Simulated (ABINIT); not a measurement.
# KCl (Sylvite): G0W0 with ABINIT, start to end

Wanted: ground state, empty states, screening and self-energy for KCl (Sylvite).

Program: ABINIT 10.8.3. Level of theory: PBE and many-body steps on it, plane waves. Results are calculated unless marked as measured.

This is a report of a sequence of runs, with most program output left out.

**1. The starting structure**

The structure is cubic, space group Fm-3m (No. 225). The conventional cell has a = 6.293 Å, b = 6.293 Å, c = 6.293 Å, α = 90.00°, β = 90.00°, γ = 90.00°. Nearest to K lie 6 Cl at 3.15 Å. Nearest to Cl lie 6 K at 3.15 Å. Farther neighbours and most contacts between anions are not listed.

Structure file:

```cif
data_structure
_symmetry_space_group_name_H-M 'Fm-3m'
_symmetry_Int_Tables_number 225
_cell_length_a 6.2929
_cell_length_b 6.2929
_cell_length_c 6.2929
_cell_angle_alpha 90.000
_cell_angle_beta 90.000
_cell_angle_gamma 90.000
_cell_volume 249.21
loop_
_atom_site_label
_atom_site_type_symbol
_atom_site_symmetry_multiplicity
_atom_site_Wyckoff_symbol
_atom_site_fract_x
_atom_site_fract_y
_atom_site_fract_z
_atom_site_occupancy
K1 K 4 a 0.00000 0.00000 0.00000 1
Cl1 Cl 4 b 0.50000 0.00000 0.00000 1
```

The cell and positions come from the Crystallography Open Database and are kept as given unless a step says otherwise.

**2. Ground state**

This step: ABINIT 10.8.3; DFT, PBE, plane waves, norm-conserving pseudopotentials.

The ground-state density comes first.

The input, run.abi:

```
acell 3*1.0 Angstrom
rprim 
  -0.000000000000 3.146470000000 3.146470000000
  3.146470000000 0.000000000000 3.146470000000
  3.146470000000 3.146470000000 -0.000000000000
ntypat 2
znucl 19 17
natom 2
typat 1 2
xred 
  0.000000000000 0.000000000000 0.000000000000
  0.500000000000 0.500000000000 0.500000000000
pp_dirpath "pseudos"
pseudos "K.upf, Cl.upf"
ecut 33
ngkpt 6 6 6
nshiftk 1
shiftk 0 0 0
kptopt 1
chksymbreak 0
nband 13
occopt 1
tolvrs 1e-10
nstep 60
prtwf 0
optforces 0
optstress 0
indata_prefix "in"
outdata_prefix "out"
tmpdata_prefix "tmp"
```

Launch:

```console
> OMP_NUM_THREADS=1 mpirun -n 4 abinit run.abi > log
```

It took 11 s on 4 MPI ranks of Arm Neoverse V1, shared host; peak memory 0.32 GiB; 42 s of CPU time.

Numbers from this step:

* total energy: -1268.0062 eV
* gap: 5.189 eV
* k of the valence top: 0, 0, 0
* k of the conduction bottom: 0, 0, 0
* least direct gap: 5.189 eV

The gap is direct, at Γ.

**3. Bands along the symmetry lines**

The cheap functional maps the bands first; the places of the edges decide which points the dearer methods must see.

The input, run.abi:

```
acell 3*1.0 Angstrom
rprim 
  -0.000000000000 3.146470000000 3.146470000000
  3.146470000000 0.000000000000 3.146470000000
  3.146470000000 3.146470000000 -0.000000000000
ntypat 2
znucl 19 17
natom 2
typat 1 2
xred 
  0.000000000000 0.000000000000 0.000000000000
  0.500000000000 0.500000000000 0.500000000000
pp_dirpath "pseudos"
pseudos "K.upf, Cl.upf"
ecut 33
iscf -2
irdden 1
kptopt 0
nkpt 50
kpt 
  0.00000000 0.00000000 0.00000000
  0.06250000 0.00000000 0.06250000
  0.12500000 0.00000000 0.12500000
  0.18750000 0.00000000 0.18750000
  0.25000000 0.00000000 0.25000000
  0.31250000 0.00000000 0.31250000
  0.37500000 0.00000000 0.37500000
  0.43750000 0.00000000 0.43750000
  0.50000000 0.00000000 0.50000000
  0.51562500 0.03125000 0.51562500
  0.53125000 0.06250000 0.53125000
  0.54687500 0.09375000 0.54687500
  0.56250000 0.12500000 0.56250000
  0.57812500 0.15625000 0.57812500
  0.59375000 0.18750000 0.59375000
  0.60937500 0.21875000 0.60937500
  0.62500000 0.25000000 0.62500000
  0.37500000 0.37500000 0.75000000
  0.32812500 0.32812500 0.65625000
  0.28125000 0.28125000 0.56250000
  0.23437500 0.23437500 0.46875000
  0.18750000 0.18750000 0.37500000
  0.14062500 0.14062500 0.28125000
  0.09375000 0.09375000 0.18750000
  0.04687500 0.04687500 0.09375000
  0.00000000 0.00000000 0.00000000
  0.06250000 0.06250000 0.06250000
  0.12500000 0.12500000 0.12500000
  0.18750000 0.18750000 0.18750000
  0.25000000 0.25000000 0.25000000
  0.31250000 0.31250000 0.31250000
  0.37500000 0.37500000 0.37500000
  0.43750000 0.43750000 0.43750000
  0.50000000 0.50000000 0.50000000
  0.50000000 0.46875000 0.53125000
  0.50000000 0.43750000 0.56250000
  0.50000000 0.40625000 0.59375000
  0.50000000 0.37500000 0.62500000
  0.50000000 0.34375000 0.65625000
  0.50000000 0.31250000 0.68750000
  0.50000000 0.28125000 0.71875000
  0.50000000 0.25000000 0.75000000
  0.50000000 0.21875000 0.71875000
  0.50000000 0.18750000 0.68750000
  0.50000000 0.15625000 0.65625000
  0.50000000 0.12500000 0.62500000
  0.50000000 0.09375000 0.59375000
  0.50000000 0.06250000 0.56250000
  0.50000000 0.03125000 0.53125000
  0.50000000 0.00000000 0.50000000
istwfk *1
nband 15
nbdbuf 2
tolwfr 1e-08
nstep 40
prtwf 0
prtvol 0
indata_prefix "in"
outdata_prefix "out"
tmpdata_prefix "tmp"
```

Run time: 21 s. Hardware: 4 MPI ranks; peak memory 0.3 GiB; 84 s of CPU time.

Numbers from this step:

```
gap                        : 5.189 eV
k of the valence top       : 0, 0, 0
k of the conduction bottom : 0, 0, 0
least direct gap           : 5.189 eV
```

The gap is 5.189 eV, as in the run before at this level.

Electronic bands along the path, in eV, zero at the top of the highest filled band; v1 is the highest filled band, c1 the lowest empty one:

```csv
point,v4,v3,v2,v1,c1,c2,c3,c4
Γ,-10.66,0.00,0.00,0.00,5.19,8.37,8.37,8.37
halfway,-10.58,-0.63,-0.13,-0.13,6.64,7.24,9.66,9.84
X,-10.71,-0.66,-0.22,-0.22,6.53,8.34,10.07,10.18
halfway,-10.68,-0.63,-0.32,-0.24,6.74,8.60,9.70,10.36
U,-10.60,-0.56,-0.55,-0.29,7.27,9.07,9.30,10.07
jump to K,-10.60,-0.56,-0.55,-0.29,7.27,9.07,9.30,10.07
halfway,-10.51,-0.69,-0.24,-0.20,6.89,7.97,9.19,9.85
Γ,-10.66,0.00,0.00,0.00,5.19,8.37,8.37,8.37
halfway,-10.53,-0.59,-0.17,-0.17,6.45,8.16,9.11,9.11
L,-10.42,-1.05,-0.32,-0.32,7.58,8.60,10.50,10.50
halfway,-10.51,-0.84,-0.40,-0.33,7.84,8.34,10.04,10.14
W,-10.57,-0.49,-0.47,-0.47,8.03,8.03,9.44,9.85
halfway,-10.64,-0.61,-0.36,-0.30,6.95,8.80,9.34,10.32
X,-10.71,-0.66,-0.22,-0.22,6.53,8.34,10.07,10.18
```

**4. Empty states on the mesh, 4×4×4 mesh, 59 bands**

The sums over transitions need many empty states on a uniform mesh; this step solves for them.

The input, run.abi:

```
acell 3*1.0 Angstrom
rprim 
  -0.000000000000 3.146470000000 3.146470000000
  3.146470000000 0.000000000000 3.146470000000
  3.146470000000 3.146470000000 -0.000000000000
ntypat 2
znucl 19 17
natom 2
typat 1 2
xred 
  0.000000000000 0.000000000000 0.000000000000
  0.500000000000 0.500000000000 0.500000000000
pp_dirpath "pseudos"
pseudos "K.upf, Cl.upf"
ecut 33
ngkpt 4 4 4
nshiftk 1
shiftk 0 0 0
kptopt 1
chksymbreak 0
iscf -2
irdden 1
istwfk *1
nband 59
nbdbuf 4
tolwfr 1e-09
nstep 60
prtvol 0
indata_prefix "in"
outdata_prefix "out"
tmpdata_prefix "tmp"
```

The job ended after 15 s (4 MPI ranks; peak memory 0.29 GiB; 60 s of CPU time).

This step gave:

- gap: 5.189 eV
- k of the valence top: 0, 0, 0
- k of the conduction bottom: 0, 0, 0
- least direct gap: 5.189 eV
- k points computed: 8
- lowest point of the top converged band, above the valence top: 40.56 eV

On this mesh the gap is 5.189 eV.

**5. Screening, 4×4×4 mesh, 55 bands, screening to 108.8 eV**

The RPA dielectric matrix is built and inverted for each q.

This step: RPA screening on PBE, plane waves, norm-conserving pseudopotentials.

Changes to run.abi since step 4:

```diff
@@ -20,10 +20,11 @@
 chksymbreak 0
-iscf -2
-irdden 1
 istwfk *1
-nband 59
-nbdbuf 4
-tolwfr 1e-09
-nstep 60
-prtvol 0
+occopt 1
+irdwfk 1
+optdriver 3
+nband 55
+ecuteps 4
+inclvkb 2
+awtr 1
+symchi 1
 indata_prefix "in"
```

It took 11 s on 4 MPI ranks; peak memory 0.65 GiB; 44 s of CPU time.

This step gave:

| Item | Value |
| --- | --- |
| ε∞ with local fields, on this mesh, along the program's q direction | 2.175 |
| the same without local fields | 2.582 |
| plasma frequency | 18.82 eV |
| plane waves in the screening matrix | 169 |

Local fields lower ε∞ by 16 %.

**6. Self-energy, 4×4×4 mesh, 55 bands, screening to 108.8 eV**

The self-energy is evaluated for the states that the input lists, and the levels follow from it, in one-shot runs by the linearised quasiparticle equation.

This step: G0W0 on PBE, plane waves, norm-conserving pseudopotentials.

Changes to run.abi since step 5:

```diff
@@ -23,8 +23,15 @@
 irdwfk 1
-optdriver 3
+optdriver 4
 nband 55
+gwcalctyp 0
+ecutsigx 33
+symsigma 1
+nkptgw 1
+kptgw 
+  0.0000000000 0.0000000000 0.0000000000
+bdgw 
+  6 12
 ecuteps 4
-inclvkb 2
-awtr 1
-symchi 1
+irdscr 1
+ppmodel 1
 indata_prefix "in"
```

The job ended after 4.1 s (4 MPI ranks; peak memory 0.57 GiB; 16 s of CPU time).

This step gave:

| Quantity | Value |
| --- | --- |
| G0W0 gap on the points computed | 7.9 eV |
| starting gap on the mesh | 5.189 eV |
| k of the valence top | 0, 0, 0 |
| k of the conduction bottom | 0, 0, 0 |
| Z at the valence top | 0.814 |
| Z at the conduction bottom | 0.875 |
| least direct G0W0 gap on the computed points | 7.9 eV |

The gap on the mesh goes from 5.19 eV to 7.90 eV, a correction of +2.71 eV.

Limits: finite bands, cutoff and mesh. v1 is the top filled band, c1 the lowest empty one. Levels before and after the correction, in eV, zero at the valence-band top of each column:

```csv
,conduction bottom,valence top
Kohn-Sham,5.19,0.00
G0W0,7.90,0.00
```

```csv
,level,energy (eV)
Kohn-Sham,Γ v3-v1,0.000
Kohn-Sham,Γ c1,5.189
Kohn-Sham,Γ c2-c4,8.366
G0W0,Γ v3-v1,0.000
G0W0,Γ c1,7.900
G0W0,Γ c2-c4,12.155
```

**7. Where the time went**

Times are wall times on 4 MPI ranks of Arm Neoverse V1, shared host, good to a factor of about two.

```csv
step,time,share,memory (GiB)
ground state,11 s,17 %,0.32
bands along the symmetry lines,21 s,34 %,0.3
empty states on the mesh,15 s,24 %,0.29
screening,11 s,18 %,0.65
self-energy,4.1 s,7 %,0.57
```

**8. Results**

| Item | Value |
| --- | --- |
| PBE gap | 5.19 eV, direct |
| G0W0 gap on the mesh | 7.90 eV |
| GW settings | 4×4×4 mesh, 55 bands, screening to 108.8 eV, Godby-Needs plasmon pole |
| known limits | not at the basis limit |

**Reading.** G0W0 moves the gap on the mesh from 5.19 eV to 7.90 eV (+2.71 eV), with Z of 0.81 and 0.88 at the edges. Local fields lower the RPA ε∞ on this mesh from 2.58 to 2.17. Only 1 of the mesh's irreducible points was corrected, so a valley elsewhere could overtake. Bands and cutoff are finite, so the gap is not at the basis limit. The miss can reach some tenths of an eV and take either sign; the mesh is an error of its own. In the G0W0 run levels were corrected at 1 k point alone, so a gap called «on the mesh» is the least over those, and an edge elsewhere would be missed.

[Paths, hosts, dates, memory and timing lines, banners, echoed tables and standing remarks are left out of the program output.]

[Logs are printed without paths, hosts, clocks, repeated set-up lines and the standing remarks that a program may print on its own settings, such as how far it seeks lower states.]

[Runs of the session that timed out or met a known fault of the program may be left out.]

[Hosts, paths, dates, database ids (printed as entryN), source tags and the programs' standing remarks are cut or masked in the printed files.]

[G0W0 gaps are taken among the corrected bands and points alone; a level outside them can change the order at an edge.]

[Where Ansatz stands beside ABINIT at settings called matched, ABINIT's density can come from a denser mesh and the files from another edition; pairs whose starting gaps differed by over 0.03 eV were left out, so agreement reads better than it is.]
